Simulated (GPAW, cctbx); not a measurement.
# By hand: from a DFT structure factor to an extinction distance in MgMn2Al2

MgMn2Al2, I4/mmm (no. 139), a = 3.8610 Å, b = 3.8610 Å, c = 11.4945 Å, α = 90.00°, β = 90.00°, γ = 90.00°.

| atom | mult. | x | y | z |
| --- | --- | --- | --- | --- |
| Mn1 | 4 | 0 | 1/2 | 1/4 |
| Al1 | 4 | 1/2 | 1/2 | 0.1111 |
| Mg1 | 2 | 0 | 0 | 0 |

The start was made by putting kin elements into a known structure type; the compound need not exist, or be stable, in this form.

A DFT run (GPAW, PBE, 450 eV, 6×6×6 k-points, Fermi–Dirac width 0.1 eV, spin-polarised) gives the static X-ray structure factor of 002 as 63.825 e for the conventional cell; superposed free atoms give 62.884 e. **Problem.** Find the Fourier component V of the crystal potential and the two-beam extinction distance at 120 kV in both cases.

### 1. Geometry

The cell volume is Ω = 171.36 Å³ and d(002) = 5.7473 Å, so g = 1/d = 0.1740 Å⁻¹.

### 2. The nuclei

Electrons feel nuclei as well as electrons, so the nuclear charges are summed with the same phases.

Phase sums Σ exp(2πi h·x), turned so that the total is real and positive: Mn +4.000, Al -0.693, Mg -2.000. Then F_Z = 25 × (+4.000) + 13 × (-0.693) + 12 × (-2.000) = 66.99 e. The electron term has the same sign for this reflection.

### 3. Mott–Bethe

Poisson's equation, term by term, gives V = (e/4πε₀)(F_Z − F)/(πΩg²), with e/4πε₀ = 14.3996 V Å.

The prefactor is 14.3996 × 5.7473²/(π × 171.36) = 0.88355 V per electron. Free atoms: (66.99 − 62.884) × 0.88355 = 3.623 V. Crystal: (66.99 − 63.825) × 0.88355 = 2.792 V. F changes by +1.50 % and V by -22.9 %: the same 0.94 e is measured against F_Z − F = 4.1 e in place of F = 62.9 e.

### 4. Extinction distance

In the two-beam case ξ = 1/(λU) with U = 2γm₀eV/h², that is ξ = 150.41 V Å²/(γλV).

At 120 kV, λ = 0.03349 Å and γ = 1.2348. Free atoms: ξ = 1004 Å. Crystal: ξ = 1303 Å. The thickness fringes go as sin²(πt/ξ), so the two patterns slip by a quarter of a period when t|1/ξ₁ − 1/ξ₀| = 1/4, at t ≈ 109 nm. Thermal motion, absorption and many-beam coupling, left out here, change a real pattern.

### 5. Answer

V(002) is 2.79 V against 3.62 V, and ξ is 1303 against 1004 Å. Limits: static atoms, two beams; a ferromagnetic start is the only order tried, and the real ground state may be antiferromagnetic or insulating.
